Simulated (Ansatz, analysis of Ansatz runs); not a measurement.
## Migration in Na3BrO (Pm-3m): V_Br hop (4.5 Å), charge +1

How high is the barrier when Br changes place in Na3BrO (Pm-3m)? The case: V_Br hop (4.5 Å), charge +1, in a cell of 80 host atoms with 1 Br taken out.

Main program and level: Ansatz 0.2.0; plane-wave PAW DFT, PBEsol; nudged elastic band between two relaxed defect structures at fixed charge in a uniform background.

### 1. Starting point

The cell holds 79 atoms: 48 Na, 15 Br and 16 O. Its edges and angles: a = 12.847 Å, b = 12.847 Å, c = 12.847 Å, α = 60.0°, β = 60.0°, γ = 60.0°. It derives from Na3BrO (space group Pm-3m). Nearest the centre at fractional (0.375, 0.625, 0.625): Na36 at 2.27 Å, Br38 at 2.27 Å, Na34 at 2.27 Å, Na75 at 2.27 Å, Na73 at 2.27 Å, O20 at 3.21 Å, O39 at 3.21 Å, O30 at 3.21 Å. The cell carries charge +1.

The cell's shortest repeat is 12.8 Å.

### 2. Relaxation of the start point, charge +1

The ends come first: from an unrelaxed start the top is counted from too high an energy, and the barrier comes out too low. Small random displacements break the symmetry of the ideal sites, so that the defect can distort if it gains by it. The charge of +1 is set by the electron count, and a uniform background keeps the cell neutral.

Contents of qp1_c80k1s.start/input.yaml:

```yaml
crystal:
  lattice:
    - [0.0, 9.08406599, 9.08406599]
    - [9.08406599, 0.0, 9.08406599]
    - [9.08406599, 9.08406599, 0.0]
  atoms:
    - { symbol: Na, position: [0.0, 0.25, 0.25] }
    - { symbol: Na, position: [0.25, 0.0, 0.0] }
    - { symbol: Na, position: [0.0, 0.25, 0.0] }
    - { symbol: Na, position: [0.25, 0.0, 0.25] }
    - { symbol: Na, position: [0.0, 0.0, 0.25] }
    - { symbol: Na, position: [0.25, 0.25, 0.0] }
    - { symbol: Br, position: [0.0, 0.0, 0.0] }
    - { symbol: Br, position: [0.25, 0.25, 0.25] }
    - { symbol: O, position: [0.125, 0.125, 0.125] }
    - { symbol: O, position: [0.375, 0.375, 0.375] }
    - { symbol: Na, position: [0.0, 0.25, 0.75] }
    - { symbol: Na, position: [0.25, 0.0, 0.5] }
    - { symbol: Na, position: [0.0, 0.25, 0.5] }
    - { symbol: Na, position: [0.25, 0.0, 0.75] }
    - { symbol: Na, position: [0.0, 0.0, 0.75] }
    - { symbol: Na, position: [0.25, 0.25, 0.5] }
    - { symbol: Br, position: [0.0, 0.0, 0.5] }
    - { symbol: Br, position: [0.25, 0.25, 0.75] }
    - { symbol: O, position: [0.125, 0.125, 0.625] }
    - { symbol: O, position: [0.375, 0.375, 0.875] }
    - { symbol: Na, position: [0.0, 0.75, 0.25] }
    - { symbol: Na, position: [0.25, 0.5, 0.0] }
    - { symbol: Na, position: [0.0, 0.75, 0.0] }
    - { symbol: Na, position: [0.25, 0.5, 0.25] }
    - { symbol: Na, position: [0.0, 0.5, 0.25] }
    - { symbol: Na, position: [0.25, 0.75, 0.0] }
    - { symbol: Br, position: [0.0, 0.5, 0.0] }
    - { symbol: Br, position: [0.25, 0.75, 0.25] }
    - { symbol: O, position: [0.125, 0.625, 0.125] }
    - { symbol: O, position: [0.375, 0.875, 0.375] }
    - { symbol: Na, position: [0.0, 0.75, 0.75] }
    - { symbol: Na, position: [0.25, 0.5, 0.5] }
    - { symbol: Na, position: [0.0, 0.75, 0.5] }
    - { symbol: Na, position: [0.25, 0.5, 0.75] }
    - { symbol: Na, position: [0.0, 0.5, 0.75] }
    - { symbol: Na, position: [0.25, 0.75, 0.5] }
    - { symbol: Br, position: [0.0, 0.5, 0.5] }
    - { symbol: Br, position: [0.25, 0.75, 0.75] }
    - { symbol: O, position: [0.125, 0.625, 0.625] }
    - { symbol: O, position: [0.375, 0.875, 0.875] }
    - { symbol: Na, position: [0.5, 0.25, 0.25] }
    - { symbol: Na, position: [0.75, 0.0, 0.0] }
    - { symbol: Na, position: [0.5, 0.25, 0.0] }
    - { symbol: Na, position: [0.75, 0.0, 0.25] }
    - { symbol: Na, position: [0.5, 0.0, 0.25] }
    - { symbol: Na, position: [0.75, 0.25, 0.0] }
    - { symbol: Br, position: [0.5, 0.0, 0.0] }
    - { symbol: Br, position: [0.75, 0.25, 0.25] }
    - { symbol: O, position: [0.625, 0.125, 0.125] }
    - { symbol: O, position: [0.875, 0.375, 0.375] }
    - { symbol: Na, position: [0.5, 0.25, 0.75] }
    - { symbol: Na, position: [0.75, 0.0, 0.5] }
    - { symbol: Na, position: [0.5, 0.25, 0.5] }
    - { symbol: Na, position: [0.75, 0.0, 0.75] }
    - { symbol: Na, position: [0.5, 0.0, 0.75] }
    - { symbol: Na, position: [0.75, 0.25, 0.5] }
    - { symbol: Br, position: [0.5, 0.0, 0.5] }
    - { symbol: Br, position: [0.75, 0.25, 0.75] }
    - { symbol: O, position: [0.625, 0.125, 0.625] }
    - { symbol: O, position: [0.875, 0.375, 0.875] }
    - { symbol: Na, position: [0.5, 0.75, 0.25] }
    - { symbol: Na, position: [0.75, 0.5, 0.0] }
    - { symbol: Na, position: [0.5, 0.75, 0.0] }
    - { symbol: Na, position: [0.75, 0.5, 0.25] }
    - { symbol: Na, position: [0.5, 0.5, 0.25] }
    - { symbol: Na, position: [0.75, 0.75, 0.0] }
    - { symbol: Br, position: [0.5, 0.5, 0.0] }
    - { symbol: Br, position: [0.75, 0.75, 0.25] }
    - { symbol: O, position: [0.625, 0.625, 0.125] }
    - { symbol: O, position: [0.875, 0.875, 0.375] }
    - { symbol: Na, position: [0.5, 0.75, 0.75] }
    - { symbol: Na, position: [0.75, 0.5, 0.5] }
    - { symbol: Na, position: [0.5, 0.75, 0.5] }
    - { symbol: Na, position: [0.75, 0.5, 0.75] }
    - { symbol: Na, position: [0.5, 0.5, 0.75] }
    - { symbol: Na, position: [0.75, 0.75, 0.5] }
    - { symbol: Br, position: [0.75, 0.75, 0.75] }
    - { symbol: O, position: [0.625, 0.625, 0.625] }
    - { symbol: O, position: [0.875, 0.875, 0.875] }
total_charge: 1
basis:
  ecutwfc: 420
  xc_grid: 2
hamiltonian:
  xc: pbesol
kpoints:
  mp_grid: { grid: [1, 1, 1], shift: [0.25, 0.25, 0.25] }
scf:
  occupations: { method: fixed }
  max_iter: 100
output:
  forces: true
relax:
  f_tol: 0.02
  max_steps: 70
  random_displacement: { amplitude: 0.03, seed: 9434 }
```

The run is started by

```sh
> ansatz run input.yaml --threads 4 --pin off --max-ram 14131MiB --backend cpu --events-out ev --progress --plain --runs-dir out
```

Log:

```text
The last accepted step is kept in <dir> (removed where the run ends without a failure and the disk answers)
Engine: ansatz 0.2.0, aarch64-unknown-linux-gnu
Pseudopotentials: kind: paw
Pseudopotential: Na, paw, valence charge 9, recommended cutoff 420 eV (normal), Na.paw.azcp
Pseudopotential: Br, paw, valence charge 7, recommended cutoff 420 eV (normal), Br.paw.azcp
Pseudopotential: O, paw, valence charge 6, recommended cutoff 420 eV (normal), O.paw.azcp
Functional definition: PBEsol
  exchange = pbesol_x
  correlation = pbesol_c
Crystal: 79 atoms, lattice volume = 1499.239 Å³
Basis set: ecut = 420 eV, 29363 PW (Γ), exchange–correlation on 180×180×180 points (8 copies of the dense FFT grid, shifted against one another)
Bands: 395, of which v1, the nominal top of the filled ones, is band 316 counted from 1 (315 counted from 0)
Symmetry: 1 space group operations
k-points: 1
Non-local potential: Na, projectors of the file, l = 0: 3, l = 1: 2, l = 2: 1
Non-local potential: Br, projectors of the file, l = 0: 2, l = 1: 2, l = 2: 2
Non-local potential: O, projectors of the file, l = 0: 2, l = 1: 2, l = 2: 1
PAW form: soft (Blöchl's): semilocal exchange-correlation on the pseudo side does not see the compensation charge
PAW frozen core: Na, regenerated for the run's functional, and the local potential with it (the file was generated under x = pbe(κ = 0.804, μ = 0.219515), c = pbe(β = 0.066725))
PAW frozen core: Br, regenerated for the run's functional, and the local potential with it (the file was generated under x = pbe(κ = 0.804, μ = 0.219515), c = pbe(β = 0.066725))
PAW frozen core: O, regenerated for the run's functional, and the local potential with it (the file was generated under x = pbe(κ = 0.804, μ = 0.219515), c = pbe(β = 0.066725))
PAW one-centre angular grid: Na, 110 points (default); XC on 64 Gauss nodes
PAW one-centre angular grid: Br, 110 points (default); XC on 64 Gauss nodes
PAW one-centre angular grid: O, 110 points (default); XC on 64 Gauss nodes
Initial density: superposition of atomic densities (neutral atoms scaled as one to the charged cell's electrons: chi_scale 0, normalization atom), corrected by the library's trained network
Initial wavefunctions: pseudopotential atomic-orbital guess
Functional: x = pbesol(κ = 0.804, μ = 0.123457), c = pbesol(β = 0.046)
SCF iter   1: F=—  HF=-120933.305024 eV  |F-HF|=—  |Δ(HF+E_count)|=         —  Δρ=4.70e-3  dr2=5.05e-1  ethr=1.77e-3  ⟨swp⟩=6.0  Hψ=1129  notcnv=0  defer=77
preconditioner: auto → Resta (q_TF=auto, 2.362 Å⁻¹)  ε∞=2.2  [insulator: Δε(μ)=1.531 eV  Ē_g=20.220 eV  n_scr=330 (ndim 8)  ℏωp=22.2 eV  f_vac=0.035  ε∞_Penn≈2.2]
SCF iter   2: F=—  HF=-120933.187561 eV  |F-HF|=—  |Δ(HF+E_count)|=   1.17e-1  Δρ=2.40e-3  dr2=1.63e-1  ethr=7.99e-5  ⟨swp⟩=2.0  Hψ=545  notcnv=0  defer=77
SCF iter   3: F=—  HF=-120933.160553 eV  |F-HF|=—  |Δ(HF+E_count)|=   2.70e-2  Δρ=1.84e-3  dr2=5.75e-2  ethr=2.59e-5  ⟨swp⟩=2.0  Hψ=436  notcnv=0  defer=77
SCF iter   4: F=—  HF=-120933.147733 eV  |F-HF|=—  |Δ(HF+E_count)|=   1.28e-2  Δρ=3.97e-4  dr2=4.77e-3  ethr=9.09e-6  ⟨swp⟩=2.0  Hψ=435  notcnv=0  defer=77
SCF iter   5: F=—  HF=-120933.149456 eV  |F-HF|=—  |Δ(HF+E_count)|=   1.72e-3  Δρ=2.52e-4  dr2=9.49e-4  ethr=7.55e-7  ⟨swp⟩=2.0  Hψ=505  notcnv=0  defer=77
SCF iter   6: F=—  HF=-120933.149429 eV  |F-HF|=—  |Δ(HF+E_count)|=   2.62e-5  Δρ=1.27e-4  dr2=2.95e-4  ethr=1.50e-7  ⟨swp⟩=2.0  Hψ=433  notcnv=0  defer=77
SCF iter   7: F=—  HF=-120933.149438 eV  |F-HF|=—  |Δ(HF+E_count)|=   8.25e-6  Δρ=3.94e-5  dr2=3.68e-5  ethr=4.67e-8  ⟨swp⟩=2.0  Hψ=369  notcnv=0  defer=77
SCF iter   8: F=-120933.149442 eV  HF=-120933.149448 eV  |F-HF|=6.09e-6  |Δ(HF+E_count)|=   1.07e-5  Δρ=2.36e-5  dr2=9.29e-6  ethr=1.58e-9  ⟨swp⟩=4.0  Hψ=1118  notcnv=0
SCF 1 converged in 8 iterations: F = -120933.149442 eV  dr2 = 9.29e-6
  greatest PAW one-centre occupation: 0.999 electrons in one spin orbital (limit 2), on the Na atom at site 55 (counted from 0), in its partial waves of l = 0
relax step   1: F+E_penalty+E_count = -120933.14944232 eV  Δ(F+E_penalty+E_count) = +0.000e0 eV  max|allowed force component| = 5.614e-1 eV/Å  Δτ_max = 0.0000 Å  (8 SCF iters, dr2 threshold 1.00e-5 eV, accepted)
[... the SCF cycles and remarks between the steps are left out from here to the last step ...]
relax step   2: F+E_penalty+E_count = -120933.57139783 eV  Δ(F+E_penalty+E_count) = -4.220e-1 eV  max|allowed force component| = 2.192e-1 eV/Å  Δτ_max = 0.1846 Å  (8 SCF iters, dr2 threshold 1.97e-5 eV, accepted)
relax step   3: F+E_penalty+E_count = -120933.63969357 eV  Δ(F+E_penalty+E_count) = -6.830e-2 eV  max|allowed force component| = 2.081e-2 eV/Å  Δτ_max = 0.0535 Å  (7 SCF iters, dr2 threshold 3.00e-6 eV, accepted)
SCF iter   1: F=—  HF=-120933.642668 eV  |F-HF|=—  |Δ(HF+E_count)|=         —  Δρ=7.30e-4  dr2=5.49e-3  ethr=1.15e-5  ⟨swp⟩=6.0  Hψ=578  notcnv=0  defer=77
SCF iter   2: F=—  HF=-120933.640843 eV  |F-HF|=—  |Δ(HF+E_count)|=   1.83e-3  Δρ=3.78e-4  dr2=1.43e-3  ethr=8.69e-7  ⟨swp⟩=1.0  Hψ=422  notcnv=0  defer=77
SCF iter   3: F=—  HF=-120933.640359 eV  |F-HF|=—  |Δ(HF+E_count)|=   4.83e-4  Δρ=2.23e-4  dr2=7.25e-4  ethr=2.26e-7  ⟨swp⟩=2.0  Hψ=589  notcnv=0  defer=77
SCF iter   4: F=—  HF=-120933.640254 eV  |F-HF|=—  |Δ(HF+E_count)|=   1.06e-4  Δρ=3.65e-5  dr2=1.89e-5  ethr=1.15e-7  ⟨swp⟩=2.0  Hψ=430  notcnv=0  defer=74
SCF iter   5: F=—  HF=-120933.641690 eV  |F-HF|=—  |Δ(HF+E_count)|=   1.44e-3  Δρ=8.07e-6  dr2=1.06e-6  ethr=2.99e-9  ⟨swp⟩=2.0  Hψ=430  notcnv=0  defer=74
SCF iter   6: F=—  HF=-120933.641691 eV  |F-HF|=—  |Δ(HF+E_count)|=   7.10e-7  Δρ=8.07e-6  dr2=9.57e-7  ethr=1.68e-10  ⟨swp⟩=2.0  Hψ=430  notcnv=0  defer=74
SCF iter   7: F=-120933.641691 eV  HF=-120933.641691 eV  |F-HF|=3.20e-8  |Δ(HF+E_count)|=   1.32e-7  Δρ=1.64e-6  dr2=4.28e-8  ethr=1.58e-11  ⟨swp⟩=2.0  Hψ=1133  notcnv=0
SCF 4 converged in 7 iterations: F = -120933.641691 eV  dr2 = 4.28e-8
relax step   4: F+E_penalty+E_count = -120933.64169076 eV  Δ(F+E_penalty+E_count) = -1.997e-3 eV  max|allowed force component| = 1.599e-3 eV/Å  Δτ_max = 0.0154 Å  (7 SCF iters, accepted)
SCF converged after 7 iterations
Free energy (F): -120933.641691 eV
Harris-Foulkes:  -120933.641691 eV  (|F-HF|=3.20e-8)
Internal energy: -120933.641691 eV  (E = F + TS)
E sigma→0 (E₀):  -120933.641691 eV
Fermi energy:    3.379169 eV
--- Per-component energies (eV) ---
  E_band       = -10184.159588
  E_kinetic    = 10609.513430
  E_local      = -72721.424651  (includes V_loc(G=0)·N_el)
  E_nonlocal   = 7401.616749
  E_hartree    = 26297.808576
  E_xc         = -6958.354471
  E_vxc        = -5472.327981  (∫ρ·V_xc dr)
  E_paw        = -47633.020832  (= ΣΔE_a)
  E_vpaw       = -2597.188763  (= ΣTr[D̂ρ^β])
  E_aug_tail   = 0.037749  (compensation charges beyond the density's cutoff)
  E_ewald      = -37934.392204
  E_core_change = 4.573962  (= ΣΔE_core)
  E_smearing   = -0.000000  (= −TS)
  E_closure    = 0.000000  (closes the sum)
  E_deformation_potential = 11.226495  (in the stress; not in F)
  Σ components = -120933.641691   (vs F -120933.641691, Δ=0.00e0)
--- Forces (eV/Å), atoms counted from 1 ---
  atom   1  Na    -0.00026107     0.00008669    -0.00053141
  atom   2  Na     0.00015268    -0.00008013     0.00034576
  [... 17 atoms left out ...]
  atom  20  O      0.00121079    -0.00037643    -0.00050133
  [... 9 atoms left out ...]
  atom  30  O      0.00082457    -0.00058249     0.00008858
  [... 1 atom left out ...]
  atom  32  Na     0.00040408     0.00078749     0.00064123
  [... 1 atom left out ...]
  atom  34  Na     0.00029461    -0.00029682     0.00051774
  [... 1 atom left out ...]
  atom  36  Na    -0.00007024     0.00090627    -0.00024244
  [... 1 atom left out ...]
  atom  38  Br     0.00081670     0.00015358     0.00022300
  atom  39  O      0.00052301    -0.00042834    -0.00008086
  [... 33 atoms left out ...]
  atom  73  Na     0.00005018     0.00013775    -0.00037635
  [... 1 atom left out ...]
  atom  75  Na    -0.00004338    -0.00052600     0.00020956
  [... 2 atoms left out ...]
  atom  78  O      0.00020489     0.00062078     0.00073229
  [... 1 atom left out ...]
  max |Σ_I F_I| component: 3.14e-5 eV/Å
--- Relaxed structure (4 steps of the walk, 4 accepted, 0 SCFs on fresh bases) ---
  F+E_penalty+E_count = -120933.64169076 eV   max|allowed force component| = 1.599e-3 eV/Å
  atoms:
    - { symbol: Na, position: [0.000564, 0.249563, 0.249784] }
    - { symbol: Na, position: [0.249505, -0.000130, 8.875028e-5] }
    [... 17 atoms left out ...]
    - { symbol: O, position: [0.376268, 0.375851, 0.871931] }
    [... 9 atoms left out ...]
    - { symbol: O, position: [0.376214, 0.871690, 0.376139] }
    [... 1 atom left out ...]
    - { symbol: Na, position: [0.240744, 0.499782, 0.500174] }
    [... 1 atom left out ...]
    - { symbol: Na, position: [0.240815, 0.499844, 0.759511] }
    [... 1 atom left out ...]
    - { symbol: Na, position: [0.240737, 0.759303, 0.500023] }
    [... 1 atom left out ...]
    - { symbol: Br, position: [0.251923, 0.748103, 0.748380] }
    - { symbol: O, position: [0.128393, 0.623790, 0.624062] }
    [... 33 atoms left out ...]
    - { symbol: Na, position: [0.500199, 0.759205, 0.500080] }
    [... 1 atom left out ...]
    - { symbol: Na, position: [0.500347, 0.499692, 0.759511] }
    [... 2 atoms left out ...]
    - { symbol: O, position: [0.624148, 0.623821, 0.624073] }
    [... 1 atom left out ...]
```

It took 1.8 min on 4 threads of Arm Neoverse V1, shared host; peak memory 2.8 GiB; 7.1 min of CPU time.

Reading the cycles: dr2 is the Hartree energy of the density residual (eV), the measure of convergence; HF is the Harris–Foulkes estimate of the energy, which meets the free energy F at convergence.

Relaxation path:

| step | energy less that of the first step (eV) | largest force component (eV/Å) |
| --- | --- | --- |
| 1 | 0.0000 | 0.5614 |
| 2 | -0.4220 | 0.2192 |
| 3 | -0.4903 | 0.0208 |
| 4 | -0.4922 | 0.0016 |

The atoms that moved most (Å, from the sites as typed, ahead of the random displacement, the mean shift of all atoms taken out):

| atom | dx | dy | dz | length |
| --- | --- | --- | --- | --- |
| Na61 | 0.000 | -0.088 | 0.086 | 0.123 |
| Na72 | 0.000 | 0.087 | 0.087 | 0.123 |
| Na51 | 0.000 | 0.086 | -0.088 | 0.123 |
| Na32 | 0.000 | -0.085 | -0.087 | 0.122 |
| Na36 | 0.085 | -0.087 | 0.000 | 0.121 |
| Na53 | -0.086 | 0.000 | -0.085 | 0.121 |
| Na65 | -0.085 | -0.086 | 0.000 | 0.121 |
| Na75 | 0.084 | 0.087 | 0.000 | 0.121 |

Neighbours of Br38 at the end:

| atom | distance (Å) |
| --- | --- |
| Na34 | 3.192 |
| Na73 | 3.193 |
| Na36 | 3.194 |
| Na75 | 3.195 |
| Na71 | 3.213 |
| Na22 | 3.214 |
| Na12 | 3.214 |
| Na31 | 3.214 |
| Na15 | 3.234 |
| Na23 | 3.234 |
| Na26 | 3.234 |
| Na14 | 3.235 |

This step gave:

| Quantity | Value |
| --- | --- |
| free energy | -120933.6417 eV |
| r.m.s. move of the farther half of the atoms | 0.01342 Å |
| largest move from the ideal geometry of this structure, a common shift of the far atoms taken out | 0.1267 Å |

The relaxation gained 0.492 eV and ended with a largest force component of 0.0016 eV/Å.

[end of part 1 of 4]

[Long decimals in the printed logs are rounded to 6 places.]

[Repeated set-up lines and some long k-point lines are left out of the logs, and relaxed atomic positions are cut to six decimals.]

[Logs are printed without paths, hosts, clocks, repeated set-up lines and the standing remarks that a program may print on its own settings, such as how far it seeks lower states.]

[Hosts, paths, dates, database ids (printed as entryN), source tags and the programs' standing remarks are cut or masked in the printed files.]
